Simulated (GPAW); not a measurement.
**A computed optical spectrum**

Method: GPAW, PBE, RPA, without spin-orbit coupling, line width 0.12 eV (Lorentzian); metals get a typed carrier damping. The response is along the first axis of the cell.

(E (eV), Im ε): (0.00, 0.00), (0.50, 0.02), (1.00, 0.06), (1.50, 0.17), (2.00, 0.49), (2.50, 1.22), (3.00, 1.67), (3.50, 1.51), (4.00, 2.30), (4.50, 2.39), (5.00, 2.81), (5.50, 3.54), (6.00, 5.73), (6.50, 7.71), (7.00, 6.95), (7.50, 8.19), (8.00, 5.17), (8.50, 3.58), (9.00, 4.87), (9.50, 5.63), (10.00, 5.13)

Q: To which candidate does it belong?
A. BN (P6_3mc)
B. GaN (F-43m)
C. AlN (F-43m)

A: B. GaN (F-43m): ε∞ = 5.65 along the first axis, strongest peak along the first axis at 7.33 eV. The others: AlN (F-43m), ε∞ = 4.40 along the first axis, strongest peak along the first axis at 7.29 eV; BN (P6_3mc), ε∞ = 4.44 along the first axis, strongest peak along the first axis at 11.64 eV.
